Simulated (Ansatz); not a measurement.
# Ag(111) with 4 thermally displaced layers, 2x2: scattering by thermal displacements, part 2 of 2

Aim: the resistivity of Ag at 180 K from frozen thermal displacements between perfect leads.

Ansatz 0.2.0; Ansatz plane-wave DFT, PBE, PAW files; ballistic transport by layer matching (Landauer), zero bias; PAW set soft_1.

So far, open channels per spin nearest the Fermi level: step 2 (with 4 displaced layers) 3.23.

## 3. With 8 displaced layers

Each atom of 8 layers is moved at random, by amounts drawn from a normal law 0.0707 Å wide in each direction from the Debye model (225 K) at 180 K. A fresh draw is used; the growth of the resistance with length is what counts.

System of this step: Ag(111) with 8 thermally displaced layers, 2x2. The cell holds 56 atoms: 56 Ag. Cell: a = 5.779 Å, b = 5.779 Å, c = 33.070 Å, α = 87.5°, β = 92.5°, γ = 120.0°. It derives from Ag. Regions: lead, 24 atoms (24 Ag); scattering region, 32 atoms (32 Ag). The structure is stacked along c, and the current runs across the ab planes.

Contents of input.yaml:

```yaml
crystal:
  lattice:
    - [5.7787594586, 0.0, 0.0]
    - [-2.8893797293, 5.0045524935, 0.0]
    - [-1.4446898646, 0.8340920822, 33.0283613795]
  atoms:
    - { symbol: Ag, position: [0.005952381, 0.994047619, 0.0357142857] }
    - { symbol: Ag, position: [0.005952381, 0.494047619, 0.0357142857] }
    - { symbol: Ag, position: [0.505952381, 0.994047619, 0.0357142857] }
    - { symbol: Ag, position: [0.505952381, 0.494047619, 0.0357142857] }
    - { symbol: Ag, position: [0.1845238095, 0.3154761905, 0.1071428571] }
    - { symbol: Ag, position: [0.1845238095, 0.8154761905, 0.1071428571] }
    - { symbol: Ag, position: [0.6845238095, 0.3154761905, 0.1071428571] }
    - { symbol: Ag, position: [0.6845238095, 0.8154761905, 0.1071428571] }
    - { symbol: Ag, position: [0.3630952381, 0.1369047619, 0.1785714286] }
    - { symbol: Ag, position: [0.3630952381, 0.6369047619, 0.1785714286] }
    - { symbol: Ag, position: [0.8630952381, 0.1369047619, 0.1785714286] }
    - { symbol: Ag, position: [0.8630952381, 0.6369047619, 0.1785714286] }
    - { symbol: Ag, position: [0.0731361261, 0.9767907036, 0.2507652608] }
    - { symbol: Ag, position: [0.0270813709, 0.4580361023, 0.2514057138] }
    - { symbol: Ag, position: [0.5288442713, 0.9637637468, 0.2509204697] }
    - { symbol: Ag, position: [0.5415821746, 0.4418356489, 0.2485830923] }
    - { symbol: Ag, position: [0.2072517378, 0.262609629, 0.3251530904] }
    - { symbol: Ag, position: [0.2164010526, 0.7845031509, 0.3208748885] }
    - { symbol: Ag, position: [0.7491731983, 0.2981950794, 0.3227847733] }
    - { symbol: Ag, position: [0.6938818862, 0.7802531761, 0.3228925528] }
    - { symbol: Ag, position: [0.4073807389, 0.0918080288, 0.3967586269] }
    - { symbol: Ag, position: [0.3783087, 0.5915081242, 0.3948593711] }
    - { symbol: Ag, position: [0.9136259674, 0.1294208067, 0.3932608202] }
    - { symbol: Ag, position: [0.8880028673, 0.5962441998, 0.390520665] }
    - { symbol: Ag, position: [0.0664058216, 0.9313205502, 0.4655301682] }
    - { symbol: Ag, position: [0.0884953283, 0.4113522187, 0.4679026103] }
    - { symbol: Ag, position: [0.5848339689, 0.9450228811, 0.4633589873] }
    - { symbol: Ag, position: [0.5705127589, 0.4257808798, 0.4664943711] }
    - { symbol: Ag, position: [0.2533069327, 0.2362516451, 0.5328423238] }
    - { symbol: Ag, position: [0.2427049033, 0.7507982693, 0.5378335643] }
    - { symbol: Ag, position: [0.746661815, 0.2285532281, 0.5375837362] }
    - { symbol: Ag, position: [0.7354653009, 0.7337489811, 0.537044075] }
    - { symbol: Ag, position: [0.4095077581, 0.0711439052, 0.6058973861] }
    - { symbol: Ag, position: [0.4353984665, 0.5643342527, 0.6075756459] }
    - { symbol: Ag, position: [0.9381680147, 0.0542518594, 0.6101856146] }
    - { symbol: Ag, position: [0.9497876633, 0.5769840136, 0.6096371875] }
    - { symbol: Ag, position: [0.128725398, 0.8988062185, 0.6787332976] }
    - { symbol: Ag, position: [0.0944046973, 0.3852709459, 0.6769236622] }
    - { symbol: Ag, position: [0.5973062019, 0.8907600971, 0.6773539902] }
    - { symbol: Ag, position: [0.5932178911, 0.372069382, 0.6791461917] }
    - { symbol: Ag, position: [0.3053957552, 0.2270271349, 0.7499702044] }
    - { symbol: Ag, position: [0.3147361184, 0.7277395223, 0.7524628567] }
    - { symbol: Ag, position: [0.7715217192, 0.2255757627, 0.7507272304] }
    - { symbol: Ag, position: [0.7996127021, 0.7134428817, 0.7508196002] }
    - { symbol: Ag, position: [0.4702380952, 0.0297619048, 0.8214285714] }
    - { symbol: Ag, position: [0.4702380952, 0.5297619048, 0.8214285714] }
    - { symbol: Ag, position: [0.9702380952, 0.0297619048, 0.8214285714] }
    - { symbol: Ag, position: [0.9702380952, 0.5297619048, 0.8214285714] }
    - { symbol: Ag, position: [0.1488095238, 0.8511904762, 0.8928571429] }
    - { symbol: Ag, position: [0.1488095238, 0.3511904762, 0.8928571429] }
    - { symbol: Ag, position: [0.6488095238, 0.8511904762, 0.8928571429] }
    - { symbol: Ag, position: [0.6488095238, 0.3511904762, 0.8928571429] }
    - { symbol: Ag, position: [0.3273809524, 0.1726190476, 0.9642857143] }
    - { symbol: Ag, position: [0.3273809524, 0.6726190476, 0.9642857143] }
    - { symbol: Ag, position: [0.8273809524, 0.1726190476, 0.9642857143] }
    - { symbol: Ag, position: [0.8273809524, 0.6726190476, 0.9642857143] }
kpoints:
  mp_grid: { grid: [4, 4, 1] }
hamiltonian:
  xc: pbe
  pseudopotentials: { kind: paw, azcp: { folder: soft_1 } }
scf:
  occupations: { method: fermi_dirac, width: 0.1 }
output:
  transmission: { leads: [[0, 4]], kmesh: [8, 8], e_range: [-0.05, 0.05], de: 0.05 }
  write_potential: true
  write_density: true
  volumetric_format: npy
```

Run with:

```
$ ansatz run input.yaml --threads 4 --pin off --max-ram 15360MiB --backend cpu --events-out ev --progress --plain --runs-dir out
```

Numbers of over 12 decimals in the logs are rounded to 6 here.

The program printed:

```text
[...]
Crystal: 56 atoms, lattice volume = 955.184 Å³
Basis set: ecut = 420 eV, 18759 PW (Γ)
Bands: 639, of which v1, the nominal top of the filled ones, is band 532 counted from 1 (531 counted from 0)
Symmetry: 1 space group operations
[...]
k-points: 10 of 16 (time reversal used)
[...]
SCF iter   1: F=—  HF=-425085.307087 eV  |F-HF|=—  |Δ(HF+E_count)|=         —  Δρ=7.05e-2  dr2=5.08e1  ethr=3.10e-3  ⟨swp⟩=4.0  Hψ=19057  notcnv=0  defer=100
[...]
SCF iter  11: F=-425071.763617 eV  HF=-425071.763617 eV  |F-HF|=3.98e-8  |Δ(HF+E_count)|=   5.65e-9  Δρ=6.86e-7  dr2=4.04e-8  ethr=9.40e-12  ⟨swp⟩=2.0  Hψ=11753  notcnv=0
SCF 1 converged in 11 iterations: F = -425071.763617 eV  dr2 = 4.04e-8
[...]
transmission: 141 of 1394 steps passed
transmission: 282 of 1394 steps passed
[...]
transmission: 1394 of 1394 steps passed
SCF converged after 11 iterations
Free energy (F): -425071.763617 eV
[...]
Internal energy: -425071.130768 eV  (E = F + TS)
E sigma→0 (E₀):  -425071.447193 eV
Entropy (-TS):   -0.632849 eV (-11.301 meV/atom)
Fermi energy:    17.158806 eV
[...]
--- Band table (eV; the first three rows and the last of 10) ---
  k-point 0: bands = [... 528 lower, 17.4477, 17.6649, 17.6841, 17.8703, 17.9015, 17.9137, 17.9276, 18.0873, ... 103 higher]
  k-point 1: bands = [... 528 lower, 16.9515, 17.0086, 17.0170, 17.0663, 17.1344, 17.2518, 17.2950, 17.4280, ... 103 higher]
  k-point 2: bands = [... 528 lower, 16.8846, 16.9164, 16.9459, 17.0261, 17.0433, 17.0695, 17.2137, 17.2411, ... 103 higher]
  k-point 9: bands = [... 528 lower, 16.7805, 16.8241, 17.0570, 17.0806, 17.0903, 17.1175, 17.3905, 17.4318, ... 103 higher]
--- Transmission ---
  basis      : 253 plane waves across, 41 finite elements along
  points     : 34, standing for a mesh of 8 x 8
[...]
channels       : 3.328125e0 a spin
[...]
junction   : crystal 0 to crystal 0, 0.70 to 31.37 Å
    transmission   : 3.199280e0 a spin
[...]
```

Run time: 12 min. Hardware: 4 threads of Arm Neoverse V2, shared host; peak memory 10 GiB.

This step gave:

```
free energy                                    : -425071.7636 eV
energy at zero smearing                        : -425071.4472 eV
Fermi energy                                   : 17.16 eV
transmission per spin nearest the Fermi level  : 3.199
open channels per spin nearest the Fermi level : 3.328
step of the lead's potential                   : 3.3 meV
```

Per spin. Transmission, zone mean against energy, zero at the Fermi level:

| energy (eV) | transmission, zone mean |
| --- | --- |
| -0.0500 | 3.20 |
| 0.0000 | 3.20 |
| 0.0500 | 3.14 |

Over the solved energies the transmission per spin lies between 3.14 and 3.20, out of 3.30 channels of the lead on average (up to 3.33).

## 4. With 12 displaced layers

Each atom of 12 layers is moved at random, by amounts drawn from a normal law 0.0707 Å wide in each direction from the Debye model (225 K) at 180 K. A fresh draw is used; the growth of the resistance with length is what counts.

System of this step: Ag(111) with 12 thermally displaced layers, 2x2. The cell holds 72 atoms: 72 Ag. Its edges and angles: a = 5.779 Å, b = 5.779 Å, c = 42.465 Å, α = 90.0°, β = 90.0°, γ = 120.0°. It derives from Ag. Regions: lead, 24 atoms (24 Ag); scattering region, 48 atoms (48 Ag). The structure is stacked along c, and the current runs across the ab planes.

Contents of input.yaml:

```yaml
crystal:
  lattice:
    - [5.7787594586, 0.0, 0.0]
    - [-2.8893797293, 5.0045524935, 0.0]
    - [0.0, 0.0, 42.4650360593]
  atoms:
    - { symbol: Ag, position: [0.0, 0.0, 0.0277777778] }
    - { symbol: Ag, position: [0.0, 0.5, 0.0277777778] }
    - { symbol: Ag, position: [0.5, 0.0, 0.0277777778] }
    - { symbol: Ag, position: [0.5, 0.5, 0.0277777778] }
    - { symbol: Ag, position: [0.1666666667, 0.3333333333, 0.0833333333] }
    - { symbol: Ag, position: [0.1666666667, 0.8333333333, 0.0833333333] }
    - { symbol: Ag, position: [0.6666666667, 0.3333333333, 0.0833333333] }
    - { symbol: Ag, position: [0.6666666667, 0.8333333333, 0.0833333333] }
    - { symbol: Ag, position: [0.3333333333, 0.1666666667, 0.1388888889] }
    - { symbol: Ag, position: [0.3333333333, 0.6666666667, 0.1388888889] }
    - { symbol: Ag, position: [0.8333333333, 0.1666666667, 0.1388888889] }
    - { symbol: Ag, position: [0.8333333333, 0.6666666667, 0.1388888889] }
    - { symbol: Ag, position: [0.0013731143, 0.9949278733, 0.1912773464] }
    - { symbol: Ag, position: [0.9929879093, 0.4886417426, 0.1962434137] }
    - { symbol: Ag, position: [0.4970557396, 0.0011796653, 0.1930294595] }
    - { symbol: Ag, position: [0.4936692122, 0.4998370159, 0.1919706111] }
    - { symbol: Ag, position: [0.1695971254, 0.3318343309, 0.2480252308] }
    - { symbol: Ag, position: [0.1409408936, 0.8405837343, 0.2495043856] }
    - { symbol: Ag, position: [0.6585114577, 0.3299960199, 0.2530252685] }
    - { symbol: Ag, position: [0.6666692207, 0.834557428, 0.2475233392] }
    - { symbol: Ag, position: [0.3599773542, 0.1796325143, 0.3073324932] }
    - { symbol: Ag, position: [0.3403938166, 0.6796207397, 0.3061733528] }
    - { symbol: Ag, position: [0.8397625114, 0.1645158911, 0.3031008537] }
    - { symbol: Ag, position: [0.8322527261, 0.6393220122, 0.3051559506] }
    - { symbol: Ag, position: [0.9901281372, 0.9852624057, 0.3621322433] }
    - { symbol: Ag, position: [0.9944613586, 0.4938262209, 0.3619768869] }
    - { symbol: Ag, position: [0.50398181, 0.0196289249, 0.3616964456] }
    - { symbol: Ag, position: [0.4804567578, 0.4725238434, 0.3589331001] }
    - { symbol: Ag, position: [0.1796103704, 0.3326182018, 0.4161951331] }
    - { symbol: Ag, position: [0.1777146042, 0.8152070636, 0.4156912769] }
    - { symbol: Ag, position: [0.6650258925, 0.3416193927, 0.4155615751] }
    - { symbol: Ag, position: [0.6478173963, 0.8106495239, 0.4178813691] }
    - { symbol: Ag, position: [0.3398332832, 0.1599345585, 0.4724942584] }
    - { symbol: Ag, position: [0.3141793676, 0.6599990507, 0.4745171448] }
    - { symbol: Ag, position: [0.8513193972, 0.1993164905, 0.470911184] }
    - { symbol: Ag, position: [0.8390537584, 0.663903798, 0.4731645694] }
    - { symbol: Ag, position: [0.9959463456, 0.9920692049, 0.5263327965] }
    - { symbol: Ag, position: [0.0369774309, 0.4989069674, 0.5244191095] }
    - { symbol: Ag, position: [0.4968530417, 0.009581989, 0.5269450336] }
    - { symbol: Ag, position: [0.5237328303, 0.5141657913, 0.5275240638] }
    - { symbol: Ag, position: [0.1537875391, 0.3191335868, 0.5821675669] }
    - { symbol: Ag, position: [0.1571476854, 0.8503537403, 0.5859825823] }
    - { symbol: Ag, position: [0.6429436035, 0.3166339087, 0.5803879471] }
    - { symbol: Ag, position: [0.6329212368, 0.7894348949, 0.5814309131] }
    - { symbol: Ag, position: [0.3467632363, 0.1617816573, 0.640312165] }
    - { symbol: Ag, position: [0.3397898309, 0.6915482393, 0.6392206785] }
    - { symbol: Ag, position: [0.8466934658, 0.2027372656, 0.6383484939] }
    - { symbol: Ag, position: [0.8198139751, 0.6695200385, 0.6388242107] }
    - { symbol: Ag, position: [0.0065380834, 0.9869755623, 0.6957846685] }
    - { symbol: Ag, position: [0.0057185888, 0.4905643105, 0.6947163209] }
    - { symbol: Ag, position: [0.5064081342, 0.0331507231, 0.693271728] }
    - { symbol: Ag, position: [0.4869238528, 0.4849376846, 0.6938679932] }
    - { symbol: Ag, position: [0.1720199117, 0.344183652, 0.7489832587] }
    - { symbol: Ag, position: [0.1543842141, 0.8133156485, 0.7486219945] }
    - { symbol: Ag, position: [0.7077512199, 0.3480480771, 0.7486985693] }
    - { symbol: Ag, position: [0.6434053995, 0.8195464952, 0.7499638747] }
    - { symbol: Ag, position: [0.3284987378, 0.1561474377, 0.8034128169] }
    - { symbol: Ag, position: [0.3539328183, 0.6730498399, 0.8049317274] }
    - { symbol: Ag, position: [0.8268911172, 0.1591833956, 0.8006656885] }
    - { symbol: Ag, position: [0.8271844575, 0.651537841, 0.8038856247] }
    - { symbol: Ag, position: [0.0, 0.0, 0.8611111111] }
    - { symbol: Ag, position: [0.0, 0.5, 0.8611111111] }
    - { symbol: Ag, position: [0.5, 0.0, 0.8611111111] }
    - { symbol: Ag, position: [0.5, 0.5, 0.8611111111] }
    - { symbol: Ag, position: [0.1666666667, 0.3333333333, 0.9166666667] }
    - { symbol: Ag, position: [0.1666666667, 0.8333333333, 0.9166666667] }
    - { symbol: Ag, position: [0.6666666667, 0.3333333333, 0.9166666667] }
    - { symbol: Ag, position: [0.6666666667, 0.8333333333, 0.9166666667] }
    - { symbol: Ag, position: [0.3333333333, 0.1666666667, 0.9722222222] }
    - { symbol: Ag, position: [0.3333333333, 0.6666666667, 0.9722222222] }
    - { symbol: Ag, position: [0.8333333333, 0.1666666667, 0.9722222222] }
    - { symbol: Ag, position: [0.8333333333, 0.6666666667, 0.9722222222] }
kpoints:
  mp_grid: { grid: [4, 4, 1] }
hamiltonian:
  xc: pbe
  pseudopotentials: { kind: paw, azcp: { folder: soft_1 } }
scf:
  occupations: { method: fermi_dirac, width: 0.1 }
output:
  transmission: { leads: [[0, 4]], kmesh: [8, 8], e_range: [-0.05, 0.05], de: 0.05 }
  write_potential: true
  write_density: true
  volumetric_format: npy
```

The program printed:

```text
[...]
Crystal: 72 atoms, lattice volume = 1228.093 Å³
Basis set: ecut = 420 eV, 24081 PW (Γ)
Bands: 821, of which v1, the nominal top of the filled ones, is band 684 counted from 1 (683 counted from 0)
Symmetry: 1 space group operations
[...]
k-points: 10 of 16 (time reversal used)
[...]
SCF iter   1: F=—  HF=-546537.526556 eV  |F-HF|=—  |Δ(HF+E_count)|=         —  Δρ=7.04e-2  dr2=6.51e1  ethr=3.10e-3  ⟨swp⟩=4.0  Hψ=24464  notcnv=0  defer=158
[...]
SCF iter  12: F=-546520.149955 eV  HF=-546520.149955 eV  |F-HF|=3.96e-9  |Δ(HF+E_count)|=   5.59e-9  Δρ=6.51e-7  dr2=7.77e-9  ethr=7.31e-12  ⟨swp⟩=7.2  Hψ=30716  notcnv=0
SCF 1 converged in 12 iterations: F = -546520.149955 eV  dr2 = 7.77e-9
[...]
transmission: 186 of 1802 steps passed
transmission: 363 of 1802 steps passed
[...]
transmission: 1802 of 1802 steps passed
SCF converged after 12 iterations
Free energy (F): -546520.149955 eV
[...]
Internal energy: -546519.317788 eV  (E = F + TS)
E sigma→0 (E₀):  -546519.733872 eV
Entropy (-TS):   -0.832167 eV (-11.558 meV/atom)
Fermi energy:    17.239426 eV
[...]
--- Band table (eV; the first three rows and the last of 10) ---
  k-point 0: bands = [... 680 lower, 17.4712, 17.7867, 17.8008, 17.8252, 17.8415, 17.8577, 17.8801, 18.0781, ... 133 higher]
  k-point 1: bands = [... 680 lower, 17.0244, 17.0911, 17.1098, 17.1953, 17.2081, 17.2581, 17.3188, 17.3551, ... 133 higher]
  k-point 2: bands = [... 680 lower, 16.9017, 16.9146, 16.9288, 16.9458, 17.2300, 17.2465, 17.2948, 17.3024, ... 133 higher]
  k-point 9: bands = [... 680 lower, 16.8963, 16.9092, 16.9166, 16.9371, 17.2239, 17.2354, 17.2909, 17.3053, ... 133 higher]
--- Transmission ---
  basis      : 253 plane waves across, 53 finite elements along
  points     : 34, standing for a mesh of 8 x 8
[...]
channels       : 3.234375e0 a spin
[...]
junction   : crystal 0 to crystal 0, 0.70 to 40.80 Å
    transmission   : 3.069480e0 a spin
[...]
```

It took 20 min on 4 threads; peak memory 8.1 GiB; 72 min of CPU time.

This step gave:

- free energy: -546520.1500 eV
- energy at zero smearing: -546519.7339 eV
- Fermi energy: 17.24 eV
- transmission per spin nearest the Fermi level: 3.069
- open channels per spin nearest the Fermi level: 3.234
- step of the lead's potential: 7.9 meV

Per spin. Transmission, zone mean against energy, zero at the Fermi level:

| energy (eV) | transmission, zone mean |
| --- | --- |
| -0.0500 | 3.05 |
| 0.0000 | 3.07 |
| 0.0500 | 3.08 |

Over the solved energies the transmission per spin lies between 3.05 and 3.08, out of 3.23 channels of the lead on average (up to 3.23).

## 5. Resistance against length

This step: Ansatz plane-wave DFT, PBE, PAW files; ballistic transport by layer matching (Landauer), zero bias; resistivity from the slope of the area resistance; PAW set soft_1 (Ansatz 0.2.0).

This step gave:

| Quantity | Value |
| --- | --- |
| resistivity | 2.533 µΩ cm |
| intercept | -0.007771 fΩ m² |
| scatter about the fit | 8.66e-4 fΩ m² |

Resistance, by row:

| run | length (Å) | T | channels N | RA (fΩ m²) |
| --- | --- | --- | --- | --- |
| n4 | 9.437 | 3.191 | 3.234 | 0.01552 |
| n8 | 18.87 | 3.181 | 3.297 | 0.04126 |
| n12 | 28.31 | 3.066 | 3.234 | 0.06333 |

Area resistance against length of the displaced region:

| length of the displaced region (Å) | area resistance (fΩ m²) |
| --- | --- |
| 9.44 | 0.0155 |
| 18.87 | 0.0413 |
| 28.31 | 0.0633 |

The area resistance goes from 0.016 to 0.063 fΩ m² between 9.4 and 28.3 Å, a slope of 2.5 µΩ cm.

By hand from the end points: (0.06333 − 0.01552) fΩ m² / (28.31 − 9.44) Å = 2.5 µΩ cm, since 1 fΩ m² per Å is 1000 µΩ cm.

## 6. Results

- resistivity from the slope: 2.53 µΩ cm
- area resistance over 9.44 Å: 0.0155 fΩ m²
- area resistance over 18.9 Å: 0.0413 fΩ m²
- area resistance over 28.3 Å: 0.0633 fΩ m²

The slope gives 2.5 µΩ cm. The points scatter by 8.7e-4 fΩ m² about the line, with one random draw a length in a 2x2 cell, so the slope is a rough value. The mean square of the displacements drawn is 0.78, 0.99 and 1.2 of the nominal one at the three lengths; with each resistance scaled back by that, the slope is 1.8 µΩ cm, the value used below. The lead's own channel count moves between the runs (3.23, 3.30 and 3.23), which shifts RA and the slope too. Read with a model of isotropic scattering on a spherical Fermi surface and the lead's 0.87×10¹⁵ S/m², this slope means a mean free path near 600 Å; over these lengths the model's slope is 1.24 times its bulk resistivity, which would be 1.4 µΩ cm. Uncorrelated displacements put too much weight on short waves, which scatter strongly; with the sideways repeat of a small cell, one draw and three short lengths, the method is good to a factor of two or three.

[Logs are printed without paths, hosts, clocks, repeated set-up lines and the standing remarks that a program may print on its own settings, such as how far it seeks lower states.]

[Hosts, paths, dates, database ids (printed as entryN), source tags and the programs' standing remarks are cut or masked in the printed files.]
